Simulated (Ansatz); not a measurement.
# Mg3SiO (built on the sites of a database entry of Ca3SnO): following an unstable mode

Wanted: the energy along a soft mode of Mg3SiO (built on the sites of a database entry of Ca3SnO) and the structure at the end.

Method: DFT PBE, scalar-relativistic, plane waves, norm-conserving pseudopotentials, in Ansatz 0.2.0.

Most raw output is cut from this account.

The structure was built from a prototype and need not be the compound's stable phase.

## 1. The structure

Symmetry: Pm-3m, No. 221, cubic system. The conventional cell has a = 4.222 Å, b = 4.222 Å, c = 4.222 Å, α = 90.00°, β = 90.00°, γ = 90.00°. Mg has 2 O at 2.11 Å and 8 Mg at 2.99 Å and 4 Si at 2.99 Å nearest. Si has 12 Mg at 2.99 Å nearest. Nearest to O lie 6 Mg at 2.11 Å. Farther neighbours and most contacts between anions are not listed.

## 2. Response at finite wavevector

The cell comes from relaxations at this level that are not shown. Stability and thermal properties need the whole zone. Linear response on a 4×4×4 q mesh gives force constants as far as a supercell of that size would.

File input.yaml:

```yaml
crystal:
  lattice:
    - [4.2216622333, 0.0, 0.0]
    - [0.0, 4.2216622333, 0.0]
    - [0.0, 0.0, 4.2216622333]
  atoms:
    - { symbol: Mg, position: [0.0, 0.5, 0.5] }
    - { symbol: Mg, position: [0.5, 0.0, 0.5] }
    - { symbol: Mg, position: [0.5, 0.5, 0.0] }
    - { symbol: Si, position: [0.0, 0.0, 0.0] }
    - { symbol: O, position: [0.5, 0.5, 0.5] }
kpoints:
  mp_grid: { grid: [8, 8, 8] }
hamiltonian:
  xc: pbe
  pseudopotentials: { kind: nc }
scf:
  occupations: { method: methfessel_paxton, width: 0.2 }
output:
  eigenvalues: true
phonons:
  method: dfpt
  qmesh: [4, 4, 4]
  temperatures: { t_max: 1000, t_step: 50 }
  qpath:
    path:
      - [[0.0, 0.0, 0.0], [0.0, 0.5, 0.0], [0.5, 0.5, 0.0], [0.0, 0.0, 0.0], [0.5, 0.5, 0.5], [0.0, 0.5, 0.0]]
      - [[0.5, 0.5, 0.5], [0.5, 0.5, 0.0]]
    npoints: 10
```

The run is started by

```
> ansatz run input.yaml --threads 8 --pin off --max-ram 14336MiB --backend cpu --events-out ev --progress --plain --runs-dir out
```

Wall time 12 min (8 threads of AMD EPYC 9R14 (Zen 4), shared host); peak memory 7.5 GiB.

Numbers from this step:

```
volume per atom                                         : 15.05 Å³
gap on the k-mesh                                       : 0 eV
sum-rule residual before enforcement                    : 0.01650 eV/Å²
lowest frequency on the path                            : -58.90 cm⁻¹
point group                                             : m-3m
highest frequency on the path or at a solved wavevector : 471 cm⁻¹
highest optical mode at the zone centre (no LO-TO term) : 421.8 cm⁻¹
lowest optical zone-centre mode                         : 162.0 cm⁻¹
lowest mode on the q mesh (acoustic modes at Γ apart)   : -58.9 cm⁻¹
```

Frequencies (cm⁻¹) solved at each irreducible wavevector; negative means imaginary. Frequencies by wavevector, by row:

| q in reciprocal lattice units | star | mode 1 | mode 2 | mode 3 | mode 4 | mode 13 | mode 14 | mode 15 |
| --- | --- | --- | --- | --- | --- | --- | --- | --- |
| 0 0 0 | 1 | 0 | 0 | 0 | 162 | 421.8 | 421.8 | 421.8 |
| 0 0 0.25 | 6 | 86.9 | 86.9 | 140.2 | 167.8 | 420.8 | 420.8 | 445.3 |
| 0 0 -0.5 | 3 | 126.3 | 126.3 | 171.2 | 171.2 | 420.6 | 420.6 | 457.3 |
| 0 0.25 0.25 | 12 | 89.5 | 112.6 | 141.4 | 165.6 | 394.9 | 417.2 | 446.1 |
| 0 0.25 -0.5 | 12 | 81.8 | 147.1 | 148.8 | 158 | 412.3 | 414.5 | 423.1 |
| 0 -0.5 -0.5 | 3 | -58.9 | 70.1 | 171.3 | 171.3 | 368.6 | 409.7 | 441.3 |
| 0.25 0.25 0.25 | 8 | 94.2 | 94.2 | 108.9 | 195.3 | 396.1 | 396.1 | 450.1 |
| 0.25 0.25 -0.5 | 12 | 77.1 | 92.8 | 103.3 | 176.4 | 383.5 | 399.5 | 455.2 |
| 0.25 -0.5 -0.5 | 6 | -54.5 | 87.9 | 87.9 | 186 | 372.8 | 372.8 | 470.6 |
| -0.5 -0.5 -0.5 | 1 | -52.4 | -52.4 | -52.4 | 219.7 | 380.3 | 380.3 | 460.5 |

Interpolated from a 4×4×4 q mesh. The phonon branches at the labelled points (cm⁻¹):

| point | branch 1 | branch 2 | branch 3 | branch 4 | branch 12 | branch 13 | branch 14 | branch 15 |
| --- | --- | --- | --- | --- | --- | --- | --- | --- |
| Γ | 0 | 0 | 0 | 162 | 298 | 422 | 422 | 422 |
| halfway | 87 | 87 | 140 | 168 | 336 | 421 | 421 | 445 |
| X | 126 | 126 | 171 | 171 | 358 | 421 | 421 | 457 |
| halfway | 82 | 147 | 149 | 158 | 374 | 412 | 414 | 423 |
| M | -59 | 70 | 171 | 171 | 369 | 369 | 410 | 441 |
| halfway | 90 | 113 | 141 | 166 | 368 | 395 | 417 | 446 |
| Γ | 0 | 0 | 0 | 162 | 298 | 422 | 422 | 422 |
| halfway | 94 | 94 | 109 | 195 | 360 | 396 | 396 | 450 |
| R | -52 | -52 | -52 | 220 | 380 | 380 | 380 | 460 |
| halfway | 77 | 93 | 103 | 176 | 347 | 384 | 400 | 455 |
| X | 126 | 126 | 171 | 171 | 358 | 421 | 421 | 457 |
| jump to R | -52 | -52 | -52 | 220 | 380 | 380 | 380 | 460 |
| halfway | -54 | 88 | 88 | 186 | 366 | 373 | 373 | 471 |
| M | -59 | 70 | 171 | 171 | 369 | 369 | 410 | 441 |

Symmetry leaves 10 wavevectors to solve. The lowest mode among them, the acoustic zeros apart, lies at q = (0, -0.5, -0.5) and is imaginary, 58.9i cm⁻¹, so the energy falls along it.

## 3. The mode frozen in, largest atomic shift 0 Å

The mode followed lies at q = (-0.5, -0.5, -0.5) with frequency 52.4i cm⁻¹ and is 3-fold degenerate, one of the unstable modes though not the softest. At small amplitude the distorted cell has space group no. 167 by a symmetry search on the positions. The undistorted cell that holds it gives the zero of energy on the same k mesh.

System of this step: Mg3SiO (built on the sites of a database entry of Ca3SnO). Symmetry: Pm-3m, No. 221, cubic system. The conventional cell has a = 4.222 Å, b = 4.222 Å, c = 4.222 Å, α = 90.00°, β = 90.00°, γ = 90.00°. Mg has 2 O at 2.11 Å and 8 Mg at 2.99 Å and 4 Si at 2.99 Å nearest. Nearest to Si lie 12 Mg at 2.99 Å. Nearest to O lie 6 Mg at 2.11 Å. Farther neighbours and most contacts between anions are not listed.

File input.yaml:

```yaml
crystal:
  lattice:
    - [4.2216622333, 4.2216622333, 0.0]
    - [4.2216622333, 0.0, 4.2216622333]
    - [4.2216622333, 0.0, -4.2216622333]
  atoms:
    - { symbol: Mg, position: [0.5, 0.0, 0.5] }
    - { symbol: Mg, position: [0.5, 0.5, 0.0] }
    - { symbol: Mg, position: [0.0, 0.5, 0.0] }
    - { symbol: Mg, position: [0.0, 0.0, 0.5] }
    - { symbol: Mg, position: [0.5, 0.5, 0.5] }
    - { symbol: Mg, position: [0.5, 0.0, 0.0] }
    - { symbol: Si, position: [0.0, 0.5, 0.5] }
    - { symbol: Si, position: [0.0, 0.0, 0.0] }
    - { symbol: O, position: [0.5, 0.25, 0.75] }
    - { symbol: O, position: [0.5, 0.75, 0.25] }
kpoints:
  mp_grid: { grid: [8, 8, 8] }
hamiltonian:
  xc: pbe
  pseudopotentials: { kind: nc }
scf:
  occupations: { method: methfessel_paxton, width: 0.2 }
output:
  forces: true
  stress: true
  eigenvalues: true
```

The job ended after 3.8 s (8 threads; peak memory 1.9 GiB).

Numbers from this step:

```
pressure                         : 0.01190 GPa
energy from the undistorted cell : 0 meV/atom
```

The run ends at a pressure of 0.01 GPa.

## 4. The mode frozen in, largest atomic shift 0.14 Å

The atoms are moved along the unstable eigenvector, the largest shift by 0.14 Å, with the cell fixed.

input.yaml, the sections that differ from step 3:

```yaml
crystal:
  lattice:
    - [4.2216622333, 4.2216622333, 0.0]
    - [4.2216622333, 0.0, 4.2216622333]
    - [4.2216622333, 0.0, -4.2216622333]
  atoms:
    - { symbol: Mg, position: [0.4765507177, 0.0234492823, 0.5] }
    - { symbol: Mg, position: [0.5234492823, 0.4765507177, 0.0] }
    - { symbol: Mg, position: [0.0, 0.5234492823, 0.0] }
    - { symbol: Mg, position: [0.0, -0.0234492823, 0.5] }
    - { symbol: Mg, position: [0.5234492823, 0.5, 0.5] }
    - { symbol: Mg, position: [0.4765507177, 0.0, 0.0] }
    - { symbol: Si, position: [0.0, 0.5, 0.5] }
    - { symbol: Si, position: [0.0, 0.0, 0.0] }
    - { symbol: O, position: [0.5, 0.25, 0.75] }
    - { symbol: O, position: [0.5, 0.75, 0.25] }
# kpoints, hamiltonian, scf, output: as in step 3
```

The job ended after 8.2 s (8 threads; peak memory 2.5 GiB; 62 s of CPU time).

This step gave:

```
pressure                         : 0.1582 GPa
energy from the undistorted cell : -0.959 meV/atom
```

The energy, extrapolated to zero smearing, is -0.96 meV/atom against the undistorted cell.

The run ends at a pressure of 0.16 GPa, with forces up to 0.012 eV/Å.

## 5. Energy along the mode, all amplitudes (two of the runs are shown above)

An imaginary frequency means negative curvature, so the energy should fall and then rise again as anharmonic terms take over.

This step gave:

```yaml
depth_at_the_lowest_point_sampled: 0.959 meV/atom
largest_atomic_shift_at_that_point: 0.14 Å
```

Table of energy from the parent by largest atomic shift:

| largest atomic shift (Å) | energy from the parent (meV/atom) |
| --- | --- |
| 0.000 | 0 |
| 0.040 | -0.113 |
| 0.080 | -0.416 |
| 0.140 | -0.959 |
| 0.220 | -0.674 |
| 0.320 | 5.29 |

Displacement at unit largest shift by atom:

| atom | x (Å) | y (Å) | z (Å) | size |
| --- | --- | --- | --- | --- |
| Mg1 | 0.000 | -0.707 | 0.707 | 1.000 |
| Mg2 | 0.000 | 0.707 | -0.707 | 1.000 |
| Mg3 | 0.707 | 0.000 | 0.707 | 1.000 |
| Mg4 | -0.707 | 0.000 | -0.707 | 1.000 |
| Mg5 | 0.707 | 0.707 | 0.000 | 1.000 |
| Mg6 | -0.707 | -0.707 | 0.000 | 1.000 |
| Si7 | 0.000 | 0.000 | 0.000 | 0.000 |
| Si8 | 0.000 | 0.000 | 0.000 | 0.000 |
| O9 | 0.000 | 0.000 | 0.000 | 0.000 |
| O10 | 0.000 | 0.000 | 0.000 | 0.000 |

The lowest of the steps tried is at 0.14 Å, 0.959 meV/atom below the parent; the bottom of the well need not coincide with a step.

## 6. Relaxation from the frozen mode

Starting from the lowest point found, all atoms and the cell are let go, so that strain and other modes of the same symmetry can join in.

input.yaml: that of step 4 with these lines changed.

```diff
@@ -27 +27,6 @@
   eigenvalues: true
+relax:
+  adjacent_minimum: "off"
+  f_tol: 0.002
+  max_steps: 120
+  cell: { stress_tol: 0.03 }
```

The job ended after 49 s (8 threads; peak memory 2.5 GiB; 6.2 min of CPU time).

Step by step:

| step | energy less that of the first step (eV) | largest force component (eV/Å) | pressure (GPa) | volume (Å³) |
| --- | --- | --- | --- | --- |
| 1 | 0.0000 | 0.0083 | 0.16 | 150.48 |
| 2 | -0.0013 | 0.0121 | 0.07 | 150.65 |
| 3 | -0.0017 | 0.0115 | 0.01 | 150.77 |
| 4 | -0.0042 | 0.0010 | 0.14 | 150.78 |
| 5 | -0.0043 | 0.0002 | 0.01 | 151.03 |
| 6* | -0.0044 | 0.0003 | 0.01 | 151.03 |

Relaxation steps marked * repeat the geometry before them on a plane-wave basis chosen anew for their cell, so energy and pressure can jump there.

The run keeps the 12 symmetry operations that it works with, so distortions that break them were not tested.

| conventional cell, symmetrised | before | after | change |
| --- | --- | --- | --- |
| a (Å) | 5.970 | 5.996 | +0.4 % |
| b (Å) | 5.970 | 5.996 | +0.4 % |
| c (Å) | 14.624 | 14.551 | -0.5 % |
| volume (Å³/atom) | 15.05 | 15.10 | +0.4 % |

The atoms that moved most (Å, as changes of fractional coordinates times the final cell):

| atom | dx | dy | dz | length |
| --- | --- | --- | --- | --- |
| Mg5 | 0.040 | 0.040 | 0.000 | 0.057 |
| Mg6 | -0.040 | -0.040 | 0.000 | 0.057 |
| Mg1 | 0.000 | -0.040 | 0.040 | 0.057 |
| Mg4 | -0.040 | 0.000 | -0.040 | 0.057 |
| Mg2 | 0.000 | 0.040 | -0.040 | 0.057 |
| Mg3 | 0.040 | 0.000 | 0.040 | 0.057 |

The relaxed structure:

```
Mg Si O
1.0
     4.24003    4.24003    0.00000
     4.24003    0.00000    4.24003
     4.21368    0.02635   -4.21368
Mg Si O
6 2 2
Direct
  0.46704 0.03296 0.50000
  0.53296 0.46704 0.00000
  0.00000 0.53296 0.00000
  0.00000 0.96704 0.50000
  0.53296 0.50000 0.50000
  0.46704 0.00000 0.00000
  0.00000 0.50000 0.50000
  0.00000 0.00000 0.00000
  0.50000 0.25000 0.75000
  0.50000 0.75000 0.25000
```

Numbers from this step:

```yaml
pressure: 0.006677 GPa
volume_per_atom: 15.10 Å³
```

The distorted start has space group R-3c; the relaxation ends in R-3c.

## 7. Summary of results

```json
{"unstable mode of the parent": "q = (-0.5, -0.5, -0.5), 52i cm⁻¹", "depth at the lowest point sampled": "0.959 meV/atom", "largest atomic shift at that point": "0.14 Å", "space group reached (within 0.01 Å)": "R-3c", "energy gained over the parent (first relaxation, on the mesh of the frozen mode)": "1.40 meV/atom", "volume per atom, phase reached": "15.1 Å³"}
```

What this shows: Along this mode the structure falls into R-3c, 1.40 meV/atom below the parent. At the parent's cell the well is 0.959 meV/atom deep on the steps tried, with its lowest point at a shift of 0.14 Å. Relaxing atoms and cell changes the gain by +0.44 meV/atom against the lowest step (energies at zero smearing). The modes of the phase reached were not computed on this path. How so shallow a well moves with the k mesh was not tested. Of the 4 patterns followed to their end from this parent, this one ends 1.27 meV/atom above the lowest, P4/mbm. Another end point lies within 1 meV/atom; how such a difference moves with mesh and cutoff was not tested. Each path keeps the symmetry of its pattern, so a lower phase may lie along a pattern not tried. With no gap, or one that is small against the smearing, the frequencies hang on the k mesh and the smearing, most of all near Kohn anomalies. The starting cell was built on a prototype and not taken from a measurement, so the phase need not exist.

[Logs are printed without paths, hosts, clocks, repeated set-up lines and the standing remarks that a program may print on its own settings, such as how far it seeks lower states.]

[Hosts, paths, dates, database ids (printed as entryN), source tags and the programs' standing remarks are cut or masked in the printed files.]
